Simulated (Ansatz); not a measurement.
# YbZn (Pm-3m): phonons and vibrational spectra

Aim: the vibrations of YbZn (Pm-3m), their spectra, and whether the structure is stable.

Method: DFT PBEsol, scalar-relativistic, plane waves, PAW, in Ansatz 0.2.0.

## 1. The starting structure

It takes space group Pm-3m (No. 221, cubic). Conventional cell: a = 3.629 Å, b = 3.629 Å, c = 3.629 Å, α = 90.00°, β = 90.00°, γ = 90.00°. Nearest to Yb lie 8 Zn at 3.14 Å. Nearest to Zn lie 8 Yb at 3.14 Å. Farther neighbours are not listed.

Coordinates:

```cif
data_structure
_symmetry_space_group_name_H-M 'P 1'
_symmetry_Int_Tables_number 1
_cell_length_a 3.6290
_cell_length_b 3.6290
_cell_length_c 3.6290
_cell_angle_alpha 90.000
_cell_angle_beta 90.000
_cell_angle_gamma 90.000
_cell_volume 47.79
loop_
_atom_site_label
_atom_site_type_symbol
_atom_site_fract_x
_atom_site_fract_y
_atom_site_fract_z
_atom_site_occupancy
Yb1 Yb 0.00000 0.00000 0.00000 1
Zn2 Zn 0.50000 0.50000 0.50000 1
```

## 2. Relaxation

The cell and atoms are relaxed, since residual forces and stress would shift the frequencies.

The input, input.yaml:

```yaml
crystal:
  lattice:
    - [3.629, 0.0, 0.0]
    - [0.0, 3.629, 0.0]
    - [0.0, 0.0, 3.629]
  atoms:
    - { symbol: Yb, position: [0.0, 0.0, 0.0] }
    - { symbol: Zn, position: [0.5, 0.5, 0.5] }
kpoints:
  mp_grid: { grid: [12, 12, 12] }
hamiltonian:
  xc: pbesol
scf:
  occupations: { method: gaussian, width: 0.1 }
output:
  forces: true
  stress: true
  eigenvalues: true
relax:
  adjacent_minimum: "off"
  f_tol: 0.005
  max_steps: 80
  cell: { stress_tol: 0.05 }
```

Run with:

```
$ ansatz run input.yaml --threads 8 --pin off --max-ram 14336MiB --backend cpu --events-out ev --progress --plain --runs-dir out
```

Numbers of over 12 decimals in the logs are rounded to 6 here.

What it wrote:

```text
Engine: ansatz 0.2.0, x86_64-unknown-linux-gnu
Pseudopotentials: kind: paw
Pseudopotential: Yb, paw, valence charge 24, recommended cutoff 420 eV (normal), Yb.paw.azcp
Pseudopotential: Zn, paw, valence charge 12, recommended cutoff 420 eV (normal), Zn.paw.azcp
Functional definition: PBEsol
  exchange = pbesol_x
  correlation = pbesol_c
Crystal: 2 atoms, lattice volume = 47.793 Å³
Basis set: ecut = 420 eV, 925 PW (Γ), exchange–correlation on 50×50×50 points (8 copies of the dense FFT grid, shifted against one another)
Bands: 22, of which v1, the nominal top of the filled ones, is band 18 counted from 1 (17 counted from 0)
Symmetry: 48 space group operations
Space group: Pm-3m (ITA 221), of the structure as read, at distance tolerance 3.6e-5 Å
k-points: 84 of 1728
Non-local potential: Yb, projectors of the file, l = 0: 3, l = 1: 2, l = 2: 2, l = 3: 3
Non-local potential: Zn, projectors of the file, l = 0: 2, l = 1: 2, l = 2: 3, l = 3: 1
PAW form: soft (Blöchl's): semilocal exchange-correlation on the pseudo side does not see the compensation charge
PAW frozen core: Yb, regenerated for the run's functional, and the local potential with it (the file was generated under x = pbe(κ = 0.804, μ = 0.219515), c = pbe(β = 0.066725))
PAW frozen core: Zn, regenerated for the run's functional, and the local potential with it (the file was generated under x = pbe(κ = 0.804, μ = 0.219515), c = pbe(β = 0.066725))
PAW one-centre angular grid: Yb, 590 points (default); XC on 64 Gauss nodes
PAW one-centre angular grid: Zn, 590 points (default); XC on 64 Gauss nodes
Initial density: superposition of atomic densities (neutral atoms: chi_scale 0, normalization atom), corrected by the library's trained network
Initial wavefunctions: pseudopotential atomic-orbital guess
Functional: x = pbesol(κ = 0.804, μ = 0.123457), c = pbesol(β = 0.046)
SCF iter   1: F=—  HF=-16957.995413 eV  |F-HF|=—  |Δ(HF+E_count)|=         —  Δρ=1.33e-2  dr2=8.46e-2  ethr=1.77e-3  ⟨swp⟩=6.0  Hψ=8552  notcnv=0
preconditioner: auto → Kerker (q_TF=auto, 2.602 Å⁻¹)  [metal: Δε(μ)=0.024 eV  Ē_g=9.357 eV  σ=0.100 eV  W_gap=0.13  n_scr=18 (ndim 8)  ℏωp=31.3 eV  f_vac=0.000  D(μ)=1.95/eV (n_scr^D=18)]
SCF iter   2: F=—  HF=-16957.986828 eV  |F-HF|=—  |Δ(HF+E_count)|=   8.58e-3  Δρ=4.51e-3  dr2=1.19e-2  ethr=2.35e-4  ⟨swp⟩=2.0  Hψ=3700  notcnv=0
SCF iter   3: F=—  HF=-16957.985030 eV  |F-HF|=—  |Δ(HF+E_count)|=   1.80e-3  Δρ=1.70e-3  dr2=2.58e-3  ethr=3.31e-5  ⟨swp⟩=1.4  Hψ=2104  notcnv=0
SCF iter   4: F=—  HF=-16957.984484 eV  |F-HF|=—  |Δ(HF+E_count)|=   5.46e-4  Δρ=5.35e-4  dr2=1.67e-4  ethr=7.16e-6  ⟨swp⟩=2.6  Hψ=3151  notcnv=0  defer=1
SCF iter   5: F=—  HF=-16957.984555 eV  |F-HF|=—  |Δ(HF+E_count)|=   7.09e-5  Δρ=3.04e-4  dr2=6.21e-5  ethr=4.63e-7  ⟨swp⟩=2.0  Hψ=3161  notcnv=0  defer=1
SCF iter   6: F=—  HF=-16957.984538 eV  |F-HF|=—  |Δ(HF+E_count)|=   1.69e-5  Δρ=1.02e-4  dr2=4.27e-6  ethr=1.72e-7  ⟨swp⟩=2.6  Hψ=3357  notcnv=0  defer=1
SCF iter   7: F=—  HF=-16957.984539 eV  |F-HF|=—  |Δ(HF+E_count)|=   5.76e-7  Δρ=4.11e-5  dr2=8.82e-7  ethr=1.19e-8  ⟨swp⟩=2.3  Hψ=3384  notcnv=0  defer=1
SCF iter   8: F=-16957.984538 eV  HF=-16957.984539 eV  |F-HF|=1.09e-7  |Δ(HF+E_count)|=   1.34e-7  Δρ=1.46e-5  dr2=8.68e-8  ethr=2.78e-10  ⟨swp⟩=6.6  Hψ=11384  notcnv=0
SCF 1 converged in 8 iterations: F = -16957.984538 eV  dr2 = 8.68e-8
  greatest PAW one-centre occupation: 0.997 electrons in one spin orbital (limit 2), on the Yb atom at site 0 (counted from 0), in its partial waves of l = 0
relax step   1: F+E_penalty+E_count = -16957.98453846 eV  Δ(F+E_penalty+E_count) = +0.000e0 eV  max|allowed force component| = 7.205e-29 eV/Å  Δτ_max = 0.0000 Å  P = -4.132 GPa  Ω = 47.793 Å³  (8 SCF iters, dr2 threshold 1.00e-7 eV, accepted)
Crystal: 2 atoms, lattice volume = 43.458 Å³
Basis set: ecut = 420 eV, 847 PW (Γ), exchange–correlation on 50×50×50 points (8 copies of the dense FFT grid, shifted against one another)
Initial density: handed on by an earlier stage of this run
Initial wavefunctions: those handed on with the density
iter 1 solved again at ethr=6.49e-4 eV; its pass at ethr=3.10e-3 eV (dr2=2.34e-1 eV) is discarded
SCF iter   1: F=—  HF=-16958.078576 eV  |F-HF|=—  |Δ(HF+E_count)|=         —  Δρ=2.62e-2  dr2=2.34e-1  ethr=6.49e-4  ⟨swp⟩=1.3  Hψ=11969  notcnv=0
preconditioner: auto → Kerker (q_TF=auto, 2.644 Å⁻¹)  [metal: Δε(μ)=0.011 eV  Ē_g=9.394 eV  σ=0.100 eV  W_gap=0.06  n_scr=18 (ndim 8)  ℏωp=32.8 eV  f_vac=0.000  D(μ)=2.71/eV (n_scr^D=26)]
SCF iter   2: F=—  HF=-16958.058413 eV  |F-HF|=—  |Δ(HF+E_count)|=   2.02e-2  Δρ=1.27e-2  dr2=5.70e-2  ethr=6.49e-4  ⟨swp⟩=2.0  Hψ=2446  notcnv=0
SCF iter   3: F=—  HF=-16958.053042 eV  |F-HF|=—  |Δ(HF+E_count)|=   5.37e-3  Δρ=2.63e-3  dr2=2.52e-3  ethr=1.58e-4  ⟨swp⟩=2.0  Hψ=3064  notcnv=0
SCF iter   4: F=—  HF=-16958.052215 eV  |F-HF|=—  |Δ(HF+E_count)|=   8.27e-4  Δρ=1.19e-3  dr2=5.50e-4  ethr=7.00e-6  ⟨swp⟩=2.1  Hψ=3062  notcnv=0  defer=2
SCF iter   5: F=—  HF=-16958.052098 eV  |F-HF|=—  |Δ(HF+E_count)|=   1.17e-4  Δρ=3.03e-4  dr2=1.40e-5  ethr=1.53e-6  ⟨swp⟩=2.0  Hψ=3292  notcnv=0  defer=2
SCF iter   6: F=—  HF=-16958.052116 eV  |F-HF|=—  |Δ(HF+E_count)|=   1.73e-5  Δρ=1.42e-4  dr2=5.09e-6  ethr=3.89e-8  ⟨swp⟩=3.2  Hψ=3869  notcnv=0  defer=2
SCF iter   7: F=—  HF=-16958.052129 eV  |F-HF|=—  |Δ(HF+E_count)|=   1.29e-5  Δρ=2.66e-5  dr2=2.30e-7  ethr=1.41e-8  ⟨swp⟩=2.0  Hψ=3355  notcnv=0  defer=2
SCF iter   8: F=-16958.052129 eV  HF=-16958.052129 eV  |F-HF|=1.28e-8  |Δ(HF+E_count)|=   1.18e-8  Δρ=1.01e-5  dr2=4.48e-8  ethr=5.56e-10  ⟨swp⟩=7.5  Hψ=10120  notcnv=0
SCF 2 converged in 8 iterations: F = -16958.052129 eV  dr2 = 4.48e-8
relax step   2: F+E_penalty+E_count = -16958.05212871 eV  Δ(F+E_penalty+E_count) = -6.759e-2 eV  max|allowed force component| = 3.911e-30 eV/Å  Δτ_max = 0.0000 Å  P = -0.409 GPa  Ω = 43.458 Å³  energy of the carried Pulay correction = +1.393e-3 eV  (8 SCF iters, dr2 threshold 2.00e-7 eV, accepted)
Crystal: 2 atoms, lattice volume = 43.030 Å³
iter 1 solved again at ethr=6.90e-6 eV; its pass at ethr=3.10e-3 eV (dr2=2.48e-3 eV) is discarded
SCF iter   1: F=—  HF=-16958.052995 eV  |F-HF|=—  |Δ(HF+E_count)|=         —  Δρ=2.73e-3  dr2=2.52e-3  ethr=6.90e-6  ⟨swp⟩=2.1  Hψ=9767  notcnv=0
preconditioner: auto → Kerker (q_TF=auto, 2.648 Å⁻¹)  [metal: Δε(μ)=0.017 eV  Ē_g=9.545 eV  σ=0.100 eV  W_gap=0.10  n_scr=18 (ndim 8)  ℏωp=33.0 eV  f_vac=0.000  D(μ)=2.02/eV (n_scr^D=18)]
SCF iter   2: F=—  HF=-16958.052740 eV  |F-HF|=—  |Δ(HF+E_count)|=   2.56e-4  Δρ=1.30e-3  dr2=5.91e-4  ethr=6.90e-6  ⟨swp⟩=1.0  Hψ=1848  notcnv=0
SCF iter   3: F=—  HF=-16958.052697 eV  |F-HF|=—  |Δ(HF+E_count)|=   4.24e-5  Δρ=1.59e-4  dr2=5.58e-6  ethr=1.64e-6  ⟨swp⟩=2.2  Hψ=2997  notcnv=0
SCF iter   4: F=—  HF=-16958.052713 eV  |F-HF|=—  |Δ(HF+E_count)|=   1.61e-5  Δρ=1.75e-4  dr2=9.61e-6  ethr=1.55e-8  ⟨swp⟩=3.3  Hψ=4416  notcnv=0
SCF iter   5: F=—  HF=-16958.052709 eV  |F-HF|=—  |Δ(HF+E_count)|=   3.82e-6  Δρ=1.08e-4  dr2=2.37e-6  ethr=1.55e-8  ⟨swp⟩=2.9  Hψ=3266  notcnv=0
SCF iter   6: F=—  HF=-16958.052709 eV  |F-HF|=—  |Δ(HF+E_count)|=   6.91e-7  Δρ=7.02e-5  dr2=1.07e-6  ethr=6.58e-9  ⟨swp⟩=2.0  Hψ=2277  notcnv=0
SCF iter   7: F=-16958.052708 eV  HF=-16958.052708 eV  |F-HF|=1.24e-7  |Δ(HF+E_count)|=   3.81e-7  Δρ=1.50e-5  dr2=7.20e-8  ethr=5.56e-10  ⟨swp⟩=5.2  Hψ=10159  notcnv=0
SCF 3 converged in 7 iterations: F = -16958.052708 eV  dr2 = 7.20e-8
relax step   3: F+E_penalty+E_count = -16958.05270822 eV  Δ(F+E_penalty+E_count) = -5.795e-4 eV  max|allowed force component| = 4.010e-30 eV/Å  Δτ_max = 0.0000 Å  P = +0.087 GPa  Ω = 43.030 Å³  energy of the carried Pulay correction = +1.538e-3 eV  (7 SCF iters, dr2 threshold 2.00e-7 eV, accepted)
[...]
relax step   4: F+E_penalty+E_count = -16958.05270317 eV  Δ(F+E_penalty+E_count) = +5.055e-6 eV  max|allowed force component| = 1.045e-29 eV/Å  Δτ_max = 0.0000 Å  P = -0.001 GPa  Ω = 43.105 Å³  energy of the carried Pulay correction = +1.513e-3 eV  (7 SCF iters, dr2 threshold 1.90e-8 eV, accepted)
Basis set: ecut = 420 eV, 847 PW (Γ), exchange–correlation on 48×48×48 points (8 copies of the dense FFT grid, shifted against one another)
Initial wavefunctions: pseudopotential atomic-orbital guess (no wavefunctions were taken with the density)
iter 1 solved again at ethr=1.52e-7 eV; its pass at ethr=3.10e-3 eV (dr2=5.46e-5 eV) is discarded
SCF iter   1: F=—  HF=-16958.051455 eV  |F-HF|=—  |Δ(HF+E_count)|=         —  Δρ=1.03e-4  dr2=1.23e-6  ethr=1.52e-7  ⟨swp⟩=4.1  Hψ=14960  notcnv=0
preconditioner: auto → Kerker (q_TF=auto, 2.648 Å⁻¹)  [metal: Δε(μ)=0.019 eV  Ē_g=9.559 eV  σ=0.100 eV  W_gap=0.11  n_scr=18 (ndim 8)  ℏωp=33.0 eV  f_vac=0.000  D(μ)=1.98/eV (n_scr^D=18)]
SCF iter   2: F=—  HF=-16958.051464 eV  |F-HF|=—  |Δ(HF+E_count)|=   9.63e-6  Δρ=1.43e-4  dr2=4.43e-6  ethr=3.43e-9  ⟨swp⟩=3.2  Hψ=3862  notcnv=0
SCF iter   3: F=—  HF=-16958.051464 eV  |F-HF|=—  |Δ(HF+E_count)|=   7.82e-7  Δρ=3.74e-5  dr2=5.01e-7  ethr=3.43e-9  ⟨swp⟩=2.2  Hψ=3055  notcnv=0
SCF iter   4: F=—  HF=-16958.051463 eV  |F-HF|=—  |Δ(HF+E_count)|=   4.65e-7  Δρ=1.11e-5  dr2=4.76e-8  ethr=1.39e-9  ⟨swp⟩=2.3  Hψ=3136  notcnv=0
SCF iter   5: F=—  HF=-16958.051463 eV  |F-HF|=—  |Δ(HF+E_count)|=   4.42e-8  Δρ=4.01e-6  dr2=7.98e-9  ethr=1.32e-10  ⟨swp⟩=2.7  Hψ=3619  notcnv=0
SCF iter   6: F=—  HF=-16958.051463 eV  |F-HF|=—  |Δ(HF+E_count)|=  2.07e-10  Δρ=6.34e-7  dr2=2.63e-10  ethr=2.22e-11  ⟨swp⟩=2.0  Hψ=3147  notcnv=0
SCF iter   7: F=—  HF=-16958.051463 eV  |F-HF|=—  |Δ(HF+E_count)|=  1.02e-10  Δρ=2.61e-7  dr2=2.28e-11  ethr=1.00e-12  ⟨swp⟩=2.0  Hψ=3103  notcnv=0
SCF iter   8: F=-16958.051463 eV  HF=-16958.051463 eV  |F-HF|=3.64e-12  |Δ(HF+E_count)|=  3.64e-12  Δρ=7.04e-8  dr2=2.88e-12  ethr=1.00e-12  ⟨swp⟩=7.1  Hψ=10607  notcnv=0
SCF 5 converged in 8 iterations: F = -16958.051463 eV  dr2 = 2.88e-12
relax step   5: F+E_penalty+E_count = -16958.05146319 eV  Δ(F+E_penalty+E_count) = +1.240e-3 eV  max|allowed force component| = 1.052e-29 eV/Å  Δτ_max = 0.0000 Å  P = -0.021 GPa  Ω = 43.105 Å³  stress off target by 2.11e-2 GPa  SCF on the basis re-selected at this cell (its energy is not comparable with the rows above)  (8 SCF iters)
basis re-selected at this cell: Δ(F+E_penalty+E_count) = +1.240e-3 eV, ΔP = -0.020 GPa vs the last step (what re-selecting the basis moved, of the pressure what is left beyond the Pulay correction that the steps carried, after the strain that the cell walked since its last selection, with what the two solves' SCF thresholds leave and, on support functions, any second-order correction that the steps lacked; it is no measure of the basis error at this ecutwfc). The dense FFT grid was sized anew with the basis: this SCF ran on 24×24×24 points, the steps before it on 25×25×25, so part of this shift can come from that change (see relax.cell in the input reference). [rest of the remark cut]
SCF converged after 8 iterations
Free energy (F): -16958.051463 eV
Harris-Foulkes:  -16958.051463 eV  (|F-HF|=3.64e-12)
Internal energy: -16958.041576 eV  (E = F + TS)
E sigma→0 (E₀):  -16958.046520 eV
Entropy (-TS):   -0.009887 eV (-4.943 meV/atom)
Fermi energy:    12.604346 eV
--- Per-component energies (eV) ---
  E_band       = 121.426802
  E_kinetic    = 491.313344
  E_local      = -7289.882671  (includes V_loc(G=0)·N_el)
  E_nonlocal   = 1156.691920
  E_hartree    = 3144.545457
  E_xc         = -300.871093
  E_vxc        = -259.242302  (∫ρ·V_xc dr)
  E_paw        = -9018.386242  (= ΣΔE_a)
  E_vpaw       = -266.544047  (= ΣTr[D̂ρ^β])
  E_aug_tail   = -0.000373  (compensation charges beyond the density's cutoff)
  E_ewald      = -5143.378468
  E_core_change = 1.926549  (= ΣΔE_core)
  E_smearing   = -0.009887  (= −TS)
  E_closure    = 0.000000  (closes the sum)
  Σ components = -16958.051463   (vs F -16958.051463, Δ=0.00e0)
--- Forces (eV/Å), atoms counted from 1 ---
  atom   1  Yb    -0.00000000     0.00000000    -0.00000000
  atom   2  Zn    -0.00000000     0.00000000     0.00000000
  max |Σ_I F_I| component: 2.10e-29 eV/Å
--- Stress (GPa, compression-positive) ---
       -0.021134      -0.000000       0.000000
       -0.000000      -0.021134       0.000000
       -0.000000       0.000000      -0.021134
  P = ⅓ Tr σ = -0.0211 GPa (-0.211 kbar)
--- Band table (eV; the first three rows and the last of 84) ---
  k-point 0: bands = [... 14 lower, 12.2049, 12.2049, 12.2556, 13.5755, 13.5755, 17.8170, 17.8170, 17.8170]
  k-point 1: bands = [... 14 lower, 12.2096, 12.2096, 12.2551, 13.4873, 13.6109, 17.3378, 17.3378, 17.5011]
  k-point 2: bands = [... 14 lower, 12.2237, 12.2237, 12.2539, 13.0843, 13.7108, 16.6177, 16.6177, 17.2019]
  k-point 83: bands = [... 14 lower, 12.2151, 12.2151, 12.2729, 12.2729, 12.2729, 13.1905, 18.3550, 18.3550]
--- Relaxed structure (4 steps of the walk, 4 accepted, 1 SCFs on fresh bases) ---
  F+E_penalty+E_count = -16958.05146319 eV   max|allowed force component| = 1.052e-29 eV/Å   (the final SCF, on the basis selected at the relaxed cell)
  cell:  # Å, volume = 43.1046 Å³
    - [3.506235, 0, 0]
    - [0, 3.506235, 0]
    - [0, 0, 3.506235]
  atoms:
    - { symbol: Yb, position: [0, 0, 0] }
    - { symbol: Zn, position: [0.5, 0.5, 0.5] }
```

It took 2.6 s on 8 threads of AMD EPYC 9R45, shared host; peak memory 0.55 GiB; 12 s of CPU time.

The steps of the relaxation:

```csv
step,energy less that of the first step (eV),largest force component (eV/Å),pressure (GPa),volume (Å³)
1,0.0000,0.0000,-4.13,47.79
2,-0.0676,0.0000,-0.41,43.46
3,-0.0682,0.0000,0.09,43.03
4,-0.0682,0.0000,0.00,43.10
5*,-0.0669,0.0000,-0.02,43.10
```

Relaxation steps marked * repeat the geometry before them on a plane-wave basis chosen anew for their cell, so energy and pressure can jump there.

The run keeps the 48 symmetry operations that it works with, so distortions that break them were not tested.

```csv
"conventional cell, symmetrised",before,after,change
a (Å),3.629,3.506,-3.4 %
b (Å),3.629,3.506,-3.4 %
c (Å),3.629,3.506,-3.4 %
volume (Å³/atom),23.90,21.55,-9.8 %
```

The relaxed structure:

```xyz
2
Lattice="3.5062 0.0000 0.0000 0.0000 3.5062 0.0000 0.0000 0.0000 3.5062" Properties=species:S:1:pos:R:3 pbc="T T T"
Yb    0.0000    0.0000    0.0000
Zn    1.7531    1.7531    1.7531
```

This step gave:

| Item | Value |
| --- | --- |
| pressure | -0.02113 GPa |
| volume per atom | 21.55 Å³ |
| gap on the k-mesh | 0 eV |

In this step the volume went from 23.90 to 21.55 Å³/atom.

## 3. Bringing the structure to rest

The relaxation is repeated from its end on the same settings, as a check that it has come to rest.

Edit input.yaml of step 2 so:

```diff
@@ -2,5 +2,5 @@
   lattice:
-    - [3.629, 0.0, 0.0]
-    - [0.0, 3.629, 0.0]
-    - [0.0, 0.0, 3.629]
+    - [3.5062352699, 0.0, 0.0]
+    - [0.0, 3.5062352699, 0.0]
+    - [0.0, 0.0, 3.5062352699]
   atoms:
```

What it wrote:

```text
[...]
Crystal: 2 atoms, lattice volume = 43.105 Å³
Basis set: ecut = 420 eV, 847 PW (Γ), exchange–correlation on 48×48×48 points (8 copies of the dense FFT grid, shifted against one another)
Bands: 22, of which v1, the nominal top of the filled ones, is band 18 counted from 1 (17 counted from 0)
Symmetry: 48 space group operations
[...]
k-points: 84 of 1728
[...]
k-point 83: bands = [... 14 lower, 12.2150, 12.2150, 12.2729, 12.2729, 12.2729, 13.1905, 18.3550, 18.3550]
--- Relaxed structure (1 steps of the walk, 1 accepted, 1 SCFs on fresh bases) ---
[...]
cell:  # Å, volume = 43.1046 Å³
    - [3.5062352699, 0.0, 0.0]
    - [0.0, 3.5062352699, 0.0]
    - [0.0, 0.0, 3.5062352699]
  atoms:
    - { symbol: Yb, position: [0.0, 0.0, 0.0] }
    - { symbol: Zn, position: [0.5, 0.5, 0.5] }
[key lines of the parts left out:]
SCF converged after 8 iterations
Free energy (F): -16958.051463 eV
Fermi energy:    12.604345 eV
P = ⅓ Tr σ = -0.0211 GPa (-0.211 kbar)
```

Run time: 0.8 s. Hardware: 8 threads; peak memory 0.53 GiB.

Little changed from the start: no atom moved by 0.005 Å and no cell edge by 0.1 %.

In this step the volume went from 21.55 to 21.55 Å³/atom.

## 4. Relaxing to small forces for the phonons

Phonons need a cell at rest on their own settings, so the relaxation is repeated with tight tolerances on forces and stress on the k mesh and occupations of the first response run.

input.yaml, the sections that differ from step 3:

```yaml
scf:
  occupations: { method: methfessel_paxton, width: 0.2 }
relax:
  adjacent_minimum: "off"
  f_tol: 0.001
  max_steps: 60
  cell: { stress_tol: 0.01 }
# crystal, kpoints, hamiltonian, output: as in step 3
```

What it wrote:

```text
[...]
Crystal: 2 atoms, lattice volume = 43.105 Å³
Basis set: ecut = 420 eV, 847 PW (Γ), exchange–correlation on 48×48×48 points (8 copies of the dense FFT grid, shifted against one another)
Bands: 22, of which v1, the nominal top of the filled ones, is band 18 counted from 1 (17 counted from 0)
Symmetry: 48 space group operations
[...]
k-points: 84 of 1728
[...]
k-point 83: bands = [... 14 lower, 12.4470, 12.4470, 12.4978, 12.4978, 12.4978, 13.3758, 18.5198, 18.5198]
--- Relaxed structure (3 steps of the walk, 3 accepted, 1 SCFs on fresh bases) ---
[...]
cell:  # Å, volume = 42.7980 Å³
    - [3.497905, 0, 0]
    - [0, 3.497905, 0]
    - [0, 0, 3.497905]
  atoms:
    - { symbol: Yb, position: [0, 0, 0] }
    - { symbol: Zn, position: [0.500000, 0.500000, 0.500000] }
[key lines of the parts left out:]
SCF converged after 8 iterations
Free energy (F): -16958.012196 eV
Fermi energy:    12.683027 eV
P = ⅓ Tr σ = -0.0022 GPa (-0.022 kbar)
```

It took 1.4 s on 8 threads; peak memory 0.52 GiB; 8.2 s of CPU time.

The steps of the relaxation:

```csv
step,energy less that of the first step (eV),largest force component (eV/Å),pressure (GPa),volume (Å³)
1,0.0000,0.0000,-0.36,43.10
2,-0.0005,0.0000,0.04,42.76
3,-0.0005,0.0000,0.00,42.80
4*,-0.0003,0.0000,0.00,42.80
```

Relaxation steps marked * repeat the geometry before them on a plane-wave basis chosen anew for their cell, so energy and pressure can jump there.

Forces are held to the 48 operations that the run works with; a distortion that breaks them can't arise in this run.

```csv
"conventional cell, symmetrised",before,after,change
a (Å),3.506,3.498,-0.2 %
b (Å),3.506,3.498,-0.2 %
c (Å),3.506,3.498,-0.2 %
volume (Å³/atom),21.55,21.40,-0.7 %
```

The relaxed structure:

```cif
data_structure
_symmetry_space_group_name_H-M 'P 1'
_symmetry_Int_Tables_number 1
_cell_length_a 3.4979
_cell_length_b 3.4979
_cell_length_c 3.4979
_cell_angle_alpha 90.000
_cell_angle_beta 90.000
_cell_angle_gamma 90.000
_cell_volume 42.80
loop_
_atom_site_label
_atom_site_type_symbol
_atom_site_fract_x
_atom_site_fract_y
_atom_site_fract_z
_atom_site_occupancy
Yb1 Yb 0.00000 0.00000 0.00000 1
Zn2 Zn 0.50000 0.50000 0.50000 1
```

This step gave:

```
pressure        : -0.002192 GPa
volume per atom : 21.40 Å³
```

The forces vanish by symmetry and the pressure is -0.002 GPa, within the tolerances set. The cell now holds 21.40 Å³/atom.

(Continued in part 2 of 2.)

[Logs are printed without paths, hosts, clocks, repeated set-up lines and the standing remarks that a program may print on its own settings, such as how far it seeks lower states.]

[Hosts, paths, dates, database ids (printed as entryN), source tags and the programs' standing remarks are cut or masked in the printed files.]
